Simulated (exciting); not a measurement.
**TaAgO3: the O K edge from the Bethe–Salpeter equation**

How far do the exchange and direct terms reshape the O K edge of TaAgO3?

Calculated with exciting sodium; X-ray absorption, core-level Bethe-Salpeter equation, exchange and statically screened direct term, Tamm-Dancoff, all-electron LAPW+lo LDA.

Report form: the programs' logs are mostly left out.

### 1. Set-up

The structure is trigonal, space group R-3c (No. 167). The conventional cell has a = 5.576 Å, b = 5.576 Å, c = 13.933 Å, α = 90.00°, β = 90.00°, γ = 120.00°. Nearest to Ta lie 6 O at 2.01 Å. Nearest to Ag lie 3 O at 2.47 Å. O has 2 Ta at 2.01 Å and 1 Ag at 2.47 Å nearest. Farther neighbours and most contacts between anions are not listed.

As a file:

```cif
data_structure
_symmetry_space_group_name_H-M 'P 1'
_symmetry_Int_Tables_number 1
_cell_length_a 5.6510
_cell_length_b 5.6510
_cell_length_c 5.6510
_cell_angle_alpha 59.120
_cell_angle_beta 59.120
_cell_angle_gamma 59.120
_cell_volume 125.04
loop_
_atom_site_label
_atom_site_type_symbol
_atom_site_fract_x
_atom_site_fract_y
_atom_site_fract_z
_atom_site_occupancy
Ta1 Ta 0.00000 0.00000 0.00000 1
Ta2 Ta 0.50000 0.50000 0.50000 1
Ag3 Ag 0.75000 0.75000 0.75000 1
Ag4 Ag 0.25000 0.25000 0.25000 1
O5 O 0.80653 0.25000 0.69347 1
O6 O 0.25000 0.69347 0.80653 1
O7 O 0.69347 0.80653 0.25000 1
O8 O 0.75000 0.30653 0.19347 1
O9 O 0.19347 0.75000 0.30653 1
O10 O 0.30653 0.19347 0.75000 1
```

Differences between curves are given as r.m.s. difference over r.m.s. height.

### 2. The self-consistent potential

The species files are the program's own, with muffin-tin radii set in the input.

Contents of input.xml:

```
<input>
  <title>TaAgO3</title>
  <structure speciespath="." autormt="false" epslat="1.0e-5">
    <crystal>
      <basevect>5.2682318572 3.0416150810 8.7767291203</basevect>
      <basevect>-5.2682318572 3.0416150810 8.7767291203</basevect>
      <basevect>0.0000000000 -6.0832301618 8.7767291203</basevect>
    </crystal>
    <species speciesfile="Ta.xml" rmt="2.135">
      <atom coord="0.0000000000 0.0000000000 0.0000000000"/>
      <atom coord="0.5000000000 0.5000000000 0.5000000000"/>
    </species>
    <species speciesfile="Ag.xml" rmt="2.245">
      <atom coord="0.7500000000 0.7500000000 0.7500000000"/>
      <atom coord="0.2500000000 0.2500000000 0.2500000000"/>
    </species>
    <species speciesfile="O.xml" rmt="1.548">
      <atom coord="0.8065260000 0.2500000000 0.6934740000"/>
      <atom coord="0.2500000000 0.6934740000 0.8065260000"/>
      <atom coord="0.6934740000 0.8065260000 0.2500000000"/>
      <atom coord="0.7500000000 0.3065260000 0.1934740000"/>
      <atom coord="0.1934740000 0.7500000000 0.3065260000"/>
      <atom coord="0.3065260000 0.1934740000 0.7500000000"/>
    </species>
  </structure>
  <groundstate do="fromscratch" xctype="LDA_PW" ngridk="3 3 3" rgkmax="6.5" gmaxvr="14" nempty="8" swidth="0.001" maxscl="100" epsengy="1e-5"/>
</input>
```

Launch:

```sh
OMP_NUM_THREADS=1 mpirun -n 4 exciting
```

Wall time 2.5 min (4 MPI ranks of Arm Neoverse V1, shared host).

The warnings file holds hints only, no warning.

The mesh shows a gap of 1.94 eV. Core levels (Dirac, from the valence top):

| atom | level | energy (eV) |
| --- | --- | --- |
| O | 1s1/2 | -500.8 |

### 3. A richer basis for the empty states

Each species file gets more local orbitals, built from u and its energy derivative at 0.15 Ha and u at 0.9 Ha.

input.xml is that of step 2.

Contents of SPECIES.xml, added lines:

```
<lo l="L">  <!-- L = 0, 1, 2, and 3 from Cs on -->
  <wf matchingOrder="0" trialEnergy="0.1500" searchE="false"/>
  <wf matchingOrder="1" trialEnergy="0.1500" searchE="false"/>
  <wf matchingOrder="0" trialEnergy="0.9000" searchE="false"/>
</lo>
```

Launch:

```sh
OMP_NUM_THREADS=1 mpirun -n 4 exciting
```

The job ended after 3 min (4 MPI ranks).

Against the first ground state the total energy moves by -9 meV an atom and the gap by 0.00 eV.

### 4. Screening, kernels and BSE for O atom 5

The absorber has 2 Ta at 2.01 Å (bent, 162°, site symmetry 2).

input.xml, as its differences from that of step 3:

```diff
@@ -25,3 +25,20 @@
   </structure>
-  <groundstate do="fromscratch" xctype="LDA_PW" ngridk="3 3 3" rgkmax="6.5" gmaxvr="14" nempty="8" swidth="0.001" maxscl="100" epsengy="1e-5"/>
+  <groundstate do="skip" xctype="LDA_PW" ngridk="3 3 3" rgkmax="6.5" gmaxvr="14" nempty="8" swidth="0.001" maxscl="100" epsengy="1e-5"/>
+  <xs xstype="BSE" ngridk="2 2 2" ngridq="2 2 2" vkloff="0.097 0.273 0.493" rgkmax="6.5" nempty="56" gqmax="3" lmaxapwwf="5" lmaxemat="2" broad="0.01654" tevout="true">
+    <energywindow intv="18.031 19.648" points="439"/>
+    <screening screentype="full" nempty="86"/>
+    <BSE xas="true" xasspecies="3" xasatom="1" xasedge="K" bsetype="singlet" nstlxas="1 52"/>
+    <qpointset>
+      <qpoint>0 0 0</qpoint>
+    </qpointset>
+    <plan>
+      <doonly task="xsgeneigvec"/>
+      <doonly task="writepmatxs"/>
+      <doonly task="scrgeneigvec"/>
+      <doonly task="scrwritepmat"/>
+      <doonly task="screen"/>
+      <doonly task="scrcoulint"/>
+      <doonly task="exccoulint"/>
+    </plan>
+  </xs>
 </input>
```

Contents of input.xml for the last start (plan only):

```
  <plan>
    <doonly task="bse"/>
  </plan>
```

Launch:

```sh
OMP_NUM_THREADS=1 mpirun -n 4 exciting
OMP_NUM_THREADS=4 exciting
```

Elapsed: 5.9 min, on 4 MPI ranks.

Wall time by task: xsgeneigvec 19 s, writepmatxs 9.3 s, scrgeneigvec 14 s, scrwritepmat 9.2 s, screen 80 s, scrcoulint 54 s, exccoulint 2.8 min, bse 2.2 s.

The O K spectrum of O atom 5 (energy from the Kohn–Sham onset, core level to the lowest empty state found on the meshes used, 502.65 eV; the ground-state mesh sets it, and the shifted mesh has its lowest transition 0.19 eV above it; Im ε scaled to the maximum of the singlet run; cut below the end of the band set):

| E (eV) | isotropic | ε ⊥ c | ε ∥ c |
| --- | --- | --- | --- |
| -4.0 | 0.02 | 0.02 | 0.02 |
| -3.5 | 0.03 | 0.03 | 0.03 |
| -3.0 | 0.03 | 0.04 | 0.03 |
| -2.5 | 0.05 | 0.05 | 0.04 |
| -2.0 | 0.06 | 0.06 | 0.06 |
| -1.5 | 0.10 | 0.10 | 0.09 |
| -1.0 | 0.17 | 0.17 | 0.17 |
| -0.5 | 0.36 | 0.37 | 0.35 |
| 0.0 | 0.71 | 0.72 | 0.70 |
| 0.5 | 0.96 | 0.96 | 0.95 |
| 1.0 | 0.94 | 0.93 | 0.98 |
| 1.5 | 0.63 | 0.63 | 0.63 |
| 2.0 | 0.46 | 0.48 | 0.43 |
| 2.5 | 0.40 | 0.41 | 0.39 |
| 3.0 | 0.29 | 0.30 | 0.28 |
| 3.5 | 0.24 | 0.25 | 0.21 |
| 4.0 | 0.33 | 0.35 | 0.28 |
| 4.5 | 0.49 | 0.50 | 0.48 |
| 5.0 | 0.60 | 0.58 | 0.64 |
| 5.5 | 0.60 | 0.57 | 0.66 |
| 6.0 | 0.60 | 0.61 | 0.57 |
| 6.5 | 0.70 | 0.72 | 0.66 |
| 7.0 | 0.62 | 0.63 | 0.61 |
| 7.5 | 0.50 | 0.50 | 0.50 |
| 8.0 | 0.46 | 0.45 | 0.48 |
| 8.5 | 0.37 | 0.37 | 0.38 |
| 9.0 | 0.28 | 0.29 | 0.28 |
| 9.5 | 0.21 | 0.21 | 0.20 |
| 10.0 | 0.30 | 0.31 | 0.29 |
| 10.5 | 0.47 | 0.48 | 0.44 |
| 11.0 | 0.35 | 0.36 | 0.35 |
| 11.5 | 0.31 | 0.31 | 0.32 |
| 12.0 | 0.29 | 0.28 | 0.30 |
| 12.5 | 0.27 | 0.28 | 0.26 |
| 13.0 | 0.24 | 0.26 | 0.21 |
| 13.5 | 0.18 | 0.18 | 0.16 |
| 14.0 | 0.15 | 0.15 | 0.15 |
| 14.5 | 0.17 | 0.17 | 0.16 |
| 15.0 | 0.19 | 0.20 | 0.16 |
| 15.5 | 0.19 | 0.20 | 0.18 |
| 16.0 | 0.20 | 0.20 | 0.19 |
| 16.5 | 0.17 | 0.18 | 0.17 |
| 17.0 | 0.18 | 0.17 | 0.19 |
| 17.5 | 0.18 | 0.18 | 0.20 |
| 18.0 | 0.20 | 0.21 | 0.20 |
| 18.5 | 0.20 | 0.19 | 0.22 |
| 19.0 | 0.22 | 0.18 | 0.28 |
| 19.5 | 0.24 | 0.19 | 0.35 |
| 20.0 | 0.24 | 0.19 | 0.33 |
| 20.5 | 0.19 | 0.17 | 0.23 |
| 21.0 | 0.16 | 0.16 | 0.16 |
| 21.5 | 0.14 | 0.14 | 0.14 |
| 22.0 | 0.15 | 0.15 | 0.15 |
| 22.5 | 0.15 | 0.15 | 0.14 |

Maxima (height): 0.7 eV (1.00), 5.2 eV (0.62), 6.5 eV (0.70), 10.5 eV (0.47), 16.0 eV (0.20) and 19.6 eV (0.24).

The Hamiltonian has 832 rows. The lowest groups of eigenvalues and the brightest ones, on the scale above (the program counts from the shifted mesh's onset, 0.19 eV higher). Core spinors bring spin-forbidden partners, so dark means forbidden by spin or by symmetry, and the shifted mesh splits states that symmetry would keep together:

| energy (eV) | states within 10 meV | relative strength |
| --- | --- | --- |
| -0.510 | 2 | 0.23 |
| -0.200 | 2 | 0.028 |
| -0.087 | 2 | 0.31 |
| 0.052 | 1 | dark |
| 0.070 | 1 | 0.90 |
| 0.109 | 2 | 0.0023 |
| 0.488 | 1 | 0.94 |
| 0.747 | 2 | 0.49 |
| 0.988 | 2 | 0.48 |
| 5.261 | 1 | 0.53 |
| 6.347 | 2 | 0.43 |
| 10.384 | 1 | 1.00 |

### 5. Independent particles

input.xml, as its differences from that of step 4:

```diff
@@ -29,3 +29,3 @@
     <screening screentype="full" nempty="86"/>
-    <BSE xas="true" xasspecies="3" xasatom="1" xasedge="K" bsetype="singlet" nstlxas="1 52"/>
+    <BSE xas="true" xasspecies="3" xasatom="1" xasedge="K" bsetype="IP" nstlxas="1 52"/>
     <qpointset>
@@ -34,9 +34,3 @@
     <plan>
-      <doonly task="xsgeneigvec"/>
-      <doonly task="writepmatxs"/>
-      <doonly task="scrgeneigvec"/>
-      <doonly task="scrwritepmat"/>
-      <doonly task="screen"/>
-      <doonly task="scrcoulint"/>
-      <doonly task="exccoulint"/>
+      <doonly task="bse"/>
     </plan>
```

Launch:

```sh
OMP_NUM_THREADS=4 exciting
```

Run time: 3 s. Hardware: 4 threads.

Maxima (height): 2.3 eV (0.69), 3.2 eV (0.65), 8.8 eV (0.62), 11.9 eV (0.60) and 20.7 eV (0.33); 1 lower ones aren't listed. Against the singlet run the r.m.s. difference is 64 %. Moving the earlier curve by +1.8 eV leaves 28 %. The highest maximum lies at 2.3 eV (0.69), against 0.7 eV (1.00).

### 6. Exchange alone

input.xml, as its differences from that of step 5:

```diff
@@ -29,3 +29,3 @@
     <screening screentype="full" nempty="86"/>
-    <BSE xas="true" xasspecies="3" xasatom="1" xasedge="K" bsetype="IP" nstlxas="1 52"/>
+    <BSE xas="true" xasspecies="3" xasatom="1" xasedge="K" bsetype="RPA" nstlxas="1 52"/>
     <qpointset>
```

Launch:

```sh
OMP_NUM_THREADS=4 exciting
```

The job ended after 3 s (4 threads).

Maxima (height): 2.4 eV (0.66), 3.2 eV (0.66), 8.8 eV (0.61), 11.9 eV (0.60) and 20.7 eV (0.33); 1 lower ones aren't listed. The spectrum differs from the independent-particle run by 3 % r.m.s.

### 7. Local-field cutoff

Changed against the first singlet run: cutoff of the kernels (bohr⁻¹) from 3 to 1.5.

input.xml, as its differences from that of step 6:

```diff
@@ -26,6 +26,6 @@
   <groundstate do="skip" xctype="LDA_PW" ngridk="3 3 3" rgkmax="6.5" gmaxvr="14" nempty="8" swidth="0.001" maxscl="100" epsengy="1e-5"/>
-  <xs xstype="BSE" ngridk="2 2 2" ngridq="2 2 2" vkloff="0.097 0.273 0.493" rgkmax="6.5" nempty="56" gqmax="3" lmaxapwwf="5" lmaxemat="2" broad="0.01654" tevout="true">
+  <xs xstype="BSE" ngridk="2 2 2" ngridq="2 2 2" vkloff="0.097 0.273 0.493" rgkmax="6.5" nempty="56" gqmax="1.5" lmaxapwwf="5" lmaxemat="2" broad="0.01654" tevout="true">
     <energywindow intv="18.031 19.648" points="439"/>
     <screening screentype="full" nempty="86"/>
-    <BSE xas="true" xasspecies="3" xasatom="1" xasedge="K" bsetype="RPA" nstlxas="1 52"/>
+    <BSE xas="true" xasspecies="3" xasatom="1" xasedge="K" bsetype="singlet" nstlxas="1 52"/>
     <qpointset>
@@ -34,3 +34,6 @@
     <plan>
-      <doonly task="bse"/>
+      <doonly task="xsgeneigvec"/>
+      <doonly task="screen"/>
+      <doonly task="scrcoulint"/>
+      <doonly task="exccoulint"/>
     </plan>
```

Contents of input.xml for the last start (plan only):

```
  <plan>
    <doonly task="bse"/>
  </plan>
```

Launch:

```sh
OMP_NUM_THREADS=1 mpirun -n 4 exciting
OMP_NUM_THREADS=4 exciting
```

Wall time 2.2 min (4 MPI ranks).

These settings are cheaper. Against the singlet run the r.m.s. difference is 10 %. The highest maximum lies at 0.9 eV (0.93), against 0.7 eV (1.00). The kernels miss the short-range part of the Coulomb interaction, its components above their cutoff.

| E (eV) | first run | this run |
| --- | --- | --- |
| -4.0 | 0.02 | 0.02 |
| -3.0 | 0.03 | 0.03 |
| -2.0 | 0.06 | 0.06 |
| -1.0 | 0.17 | 0.14 |
| 0.0 | 0.71 | 0.58 |
| 1.0 | 0.94 | 0.91 |
| 2.0 | 0.46 | 0.48 |
| 3.0 | 0.29 | 0.30 |
| 4.0 | 0.33 | 0.29 |
| 5.0 | 0.60 | 0.53 |
| 6.0 | 0.60 | 0.57 |
| 7.0 | 0.62 | 0.68 |
| 8.0 | 0.46 | 0.51 |
| 9.0 | 0.28 | 0.32 |
| 10.0 | 0.30 | 0.30 |
| 11.0 | 0.35 | 0.42 |
| 12.0 | 0.29 | 0.32 |
| 13.0 | 0.24 | 0.26 |
| 14.0 | 0.15 | 0.16 |
| 15.0 | 0.19 | 0.19 |
| 16.0 | 0.20 | 0.21 |
| 17.0 | 0.18 | 0.18 |
| 18.0 | 0.20 | 0.21 |
| 19.0 | 0.22 | 0.22 |
| 20.0 | 0.24 | 0.25 |
| 21.0 | 0.16 | 0.17 |
| 22.0 | 0.15 | 0.15 |

### 8. Coarser mesh

Changed against the first singlet run: k mesh from 2×2×2 to 1×1×1.

input.xml, as its differences from that of step 7:

```diff
@@ -26,3 +26,3 @@
   <groundstate do="skip" xctype="LDA_PW" ngridk="3 3 3" rgkmax="6.5" gmaxvr="14" nempty="8" swidth="0.001" maxscl="100" epsengy="1e-5"/>
-  <xs xstype="BSE" ngridk="2 2 2" ngridq="2 2 2" vkloff="0.097 0.273 0.493" rgkmax="6.5" nempty="56" gqmax="1.5" lmaxapwwf="5" lmaxemat="2" broad="0.01654" tevout="true">
+  <xs xstype="BSE" ngridk="1 1 1" ngridq="1 1 1" vkloff="0.097 0.273 0.493" rgkmax="6.5" nempty="56" gqmax="3" lmaxapwwf="5" lmaxemat="2" broad="0.01654" tevout="true">
     <energywindow intv="18.031 19.648" points="439"/>
@@ -35,2 +35,5 @@
       <doonly task="xsgeneigvec"/>
+      <doonly task="writepmatxs"/>
+      <doonly task="scrgeneigvec"/>
+      <doonly task="scrwritepmat"/>
       <doonly task="screen"/>
```

Contents of input.xml for the last start (plan only):

```
  <plan>
    <doonly task="bse"/>
  </plan>
```

Launch:

```sh
OMP_NUM_THREADS=4 exciting
OMP_NUM_THREADS=4 exciting
```

Run time: 86 s. Hardware: 4 threads.

These settings are cheaper. The spectrum differs from the singlet run by 35 % r.m.s. The highest maximum lies at 0.1 eV (1.01), against 0.7 eV (1.00). The first bright state moves from -0.51 to -1.08 eV. The lowest bare transition of this run lies at 0.67 eV, against 0.19. A coarse mesh samples few band energies, and it inflates the long-range part of the attraction.

| E (eV) | first run | this run |
| --- | --- | --- |
| -4.0 | 0.02 | 0.03 |
| -3.0 | 0.03 | 0.05 |
| -2.0 | 0.06 | 0.14 |
| -1.0 | 0.17 | 0.55 |
| 0.0 | 0.71 | 0.97 |
| 1.0 | 0.94 | 0.53 |
| 2.0 | 0.46 | 0.47 |
| 3.0 | 0.29 | 0.30 |
| 4.0 | 0.33 | 0.45 |
| 5.0 | 0.60 | 0.57 |
| 6.0 | 0.60 | 0.40 |
| 7.0 | 0.62 | 0.75 |
| 8.0 | 0.46 | 0.27 |
| 9.0 | 0.28 | 0.15 |
| 10.0 | 0.30 | 0.38 |
| 11.0 | 0.35 | 0.37 |
| 12.0 | 0.29 | 0.51 |
| 13.0 | 0.24 | 0.22 |
| 14.0 | 0.15 | 0.14 |
| 15.0 | 0.19 | 0.20 |
| 16.0 | 0.20 | 0.13 |
| 17.0 | 0.18 | 0.24 |
| 18.0 | 0.20 | 0.20 |
| 19.0 | 0.22 | 0.23 |
| 20.0 | 0.24 | 0.19 |
| 21.0 | 0.16 | 0.18 |
| 22.0 | 0.15 | 0.15 |

### 9. The levels of theory side by side

| level | curve passes 0.15 (eV) | highest maximum (eV) | its height |
| --- | --- | --- | --- |
| IP | 0.5 | 2.3 | 0.69 |
| RPA | 0.6 | 2.4 | 0.66 |
| singlet | -1.1 | 0.7 | 1.00 |

| E (eV) | IP | RPA | singlet |
| --- | --- | --- | --- |
| -4.0 | 0.01 | 0.01 | 0.02 |
| -3.0 | 0.02 | 0.01 | 0.03 |
| -2.0 | 0.02 | 0.02 | 0.06 |
| -1.0 | 0.04 | 0.03 | 0.17 |
| 0.0 | 0.09 | 0.08 | 0.71 |
| 1.0 | 0.24 | 0.22 | 0.94 |
| 2.0 | 0.59 | 0.55 | 0.46 |
| 3.0 | 0.64 | 0.63 | 0.29 |
| 4.0 | 0.29 | 0.30 | 0.33 |
| 5.0 | 0.25 | 0.25 | 0.60 |
| 6.0 | 0.37 | 0.36 | 0.60 |
| 7.0 | 0.46 | 0.45 | 0.62 |
| 8.0 | 0.59 | 0.58 | 0.46 |
| 9.0 | 0.60 | 0.60 | 0.28 |
| 10.0 | 0.28 | 0.29 | 0.30 |
| 11.0 | 0.31 | 0.30 | 0.35 |
| 12.0 | 0.59 | 0.60 | 0.29 |
| 13.0 | 0.47 | 0.49 | 0.24 |
| 14.0 | 0.31 | 0.33 | 0.15 |
| 15.0 | 0.22 | 0.23 | 0.19 |
| 16.0 | 0.23 | 0.23 | 0.20 |
| 17.0 | 0.22 | 0.22 | 0.18 |
| 18.0 | 0.21 | 0.22 | 0.20 |
| 19.0 | 0.23 | 0.23 | 0.22 |
| 20.0 | 0.28 | 0.29 | 0.24 |
| 21.0 | 0.29 | 0.30 | 0.16 |
| 22.0 | 0.21 | 0.21 | 0.15 |

### 10. Summary of results

| Quantity | Value |
| --- | --- |
| absorber and edge | O K, atom 5 |
| surroundings | 2 Ta at 2.01 Å (bent, 162°, site symmetry 2) |
| first bright state | -0.51 eV from the Kohn–Sham onset, on this mesh |
| highest maximum | 0.7 eV |
| cost of the BSE run | 5.9 min on 4 MPI ranks of Arm Neoverse V1, shared host; the last task ran on as many threads |

In words: Is a core exciton bound? Yes on this mesh: the first bright state (over 5 % of the brightest) lies at -0.51 eV from the Kohn–Sham onset and at -0.70 eV from the lowest bare transition of its own mesh. Exchange alone changes the independent-particle spectrum by 3 % r.m.s. A mesh of 8 points doesn't converge binding energies, and fine structure above the first lines is partly noise of the mesh. The kernel cutoff is low for a compact core orbital, so the effect of exchange is a lower bound. The zero comes from the unshifted 3×3×3 ground-state mesh; it is exact only where the band minimum lies on that mesh. The Kohn–Sham onset, 503 eV, is no photon energy: the scale needs a rigid shift. No quasiparticle correction widens the gap or stretches the bands. Vibrations and energy-dependent lifetimes are left out. The structure is a Materials Project entry, computed there, and may be a hypothetical form.

[Logs are printed without paths, hosts, clocks, repeated set-up lines and the standing remarks that a program may print on its own settings, such as how far it seeks lower states.]

[Hosts, paths, dates, database ids (printed as entryN), source tags and the programs' standing remarks are cut or masked in the printed files.]
